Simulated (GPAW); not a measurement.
CuAgO2 (Pmmm), Cu K edge of atom 3, with 4 O at 1.88 Å (square planar, site symmetry mmm). Method: GPAW, LDA, excited-electron core hole (neutral cell), 16-atom cell with 5.6 Å between holes, 3×3×3 k points, dipole transitions, Gaussian full width 1.55 eV up to 4 eV, rising linearly to 3.5 eV at 25 eV.

```xyz
8
Lattice="2.8164 3.3539 0.0000 0.0000 3.3539 5.4042 2.8164 0.0000 5.4042" Properties=species:S:1:pos:R:3 pbc="T T T"
Ag    0.0000    0.0000    0.0000
Ag    2.8164    3.3539    5.4042
Cu    1.4082    1.6769    2.7021
Cu    4.2247    5.0308    8.1063
O     2.8164    5.0308    3.9405
O     2.8164    1.6769    3.9405
O     2.8164    1.6769    6.8679
O     2.8164    5.0308    6.8679
```

Energy from the lowest empty level; a common scale on which the isotropic spectrum has a mean of 1 over the first 20 eV.

```
E (eV)  curve 1  curve 2  curve 3
  -2.0     0.00     0.00     0.00
  -1.5     0.00     0.00     0.00
  -1.0     0.00     0.00     0.01
  -0.5     0.01     0.02     0.02
   0.0     0.01     0.03     0.03
   0.5     0.01     0.03     0.03
   1.0     0.01     0.03     0.02
   1.5     0.03     0.02     0.02
   2.0     0.10     0.03     0.02
   2.5     0.29     0.05     0.03
   3.0     0.66     0.08     0.05
   3.5     1.30     0.08     0.07
   4.0     1.97     0.06     0.08
   4.5     2.26     0.03     0.07
   5.0     2.06     0.02     0.06
   5.5     1.54     0.02     0.06
   6.0     1.00     0.04     0.07
   6.5     0.59     0.06     0.10
   7.0     0.40     0.08     0.16
   7.5     0.40     0.10     0.23
   8.0     0.55     0.14     0.28
   8.5     0.83     0.20     0.31
   9.0     1.28     0.26     0.32
   9.5     1.94     0.30     0.34
  10.0     2.72     0.30     0.38
  10.5     3.35     0.29     0.52
  11.0     3.51     0.30     0.78
  11.5     3.04     0.33     1.18
  12.0     2.22     0.39     1.65
  12.5     1.44     0.48     2.12
  13.0     0.91     0.62     2.49
  13.5     0.67     0.86     2.68
  14.0     0.56     1.23     2.65
  14.5     0.51     1.76     2.43
  15.0     0.46     2.43     2.13
  15.5     0.43     3.18     1.85
  16.0     0.41     3.86     1.66
  16.5     0.40     4.29     1.56
  17.0     0.42     4.36     1.53
  17.5     0.44     4.05     1.54
  18.0     0.48     3.49     1.59
  18.5     0.53     2.83     1.65
  19.0     0.58     2.19     1.72
  19.5     0.63     1.67     1.76
  20.0     0.68     1.29     1.76
  20.5     0.74     1.07     1.70
  21.0     0.81     0.98     1.65
  21.5     0.90     0.97     1.65
  22.0     0.99     1.01     1.70
  22.5     1.09     1.07     1.79
  23.0     1.17     1.11     1.84
  23.5     1.24     1.15     1.83
  24.0     1.29     1.17     1.72
  24.5     1.32     1.19     1.55
  25.0     1.32     1.21     1.34
  25.5     1.30     1.22     1.15
  26.0     1.28     1.23     1.00
  26.5     1.26     1.22     0.89
  27.0     1.26     1.22     0.83
  27.5     1.29     1.21     0.80
  28.0     1.34     1.21     0.79
  28.5     1.39     1.21     0.80
  29.0     1.43     1.20     0.82
  29.5     1.44     1.19     0.84
  30.0     1.43     1.16     0.87
  30.5     1.41     1.14     0.89
  31.0     1.37     1.15     0.93
  31.5     1.32     1.17     0.96
  32.0     1.26     1.21     0.98
```

**Question.** The curves are for the electric vector along different Cartesian axes of the cell as given, averaged over the symmetry-equivalent atoms. Which is which?

Curve 1: along y, main maxima 4.6 eV (2.27), 10.8 eV (3.52) and 29.6 eV (1.44). Curve 2: along x, main maxima 16.8 eV (4.38). Curve 3: along z, main maxima 13.6 eV (2.69), 19.6 eV (1.77) and 23.2 eV (1.85). A K edge sees empty p states on the absorber. Each direction probes the empty orbitals that point along it. The hole lies in one spin channel, while the script sums the empty states of both and takes the lower zero; where the two channels are split, this blurs and shifts the curve. The script folds with a Gaussian, whereas the core hole's own line is a Lorentzian, so the onset is too steep and the first peak too high.

[Banner, clock and machine lines of the logs are left out without a mark of their own.]

[Logs are printed without paths, hosts, clocks, repeated set-up lines and the standing remarks that a program may print on its own settings, such as how far it seeks lower states.]

[Hosts, paths, dates, database ids (printed as entryN), source tags and the programs' standing remarks are cut or masked in the printed files.]

[Lists of maxima count a maximum above −3 eV only where it reaches 4 % of the highest in the window and stands out from its surroundings by 2 % of it (1.5 % where it reaches 55 %); shoulders and weaker maxima are passed over, and of the rest the first, up to two pre-edge ones and the few strongest are named.]
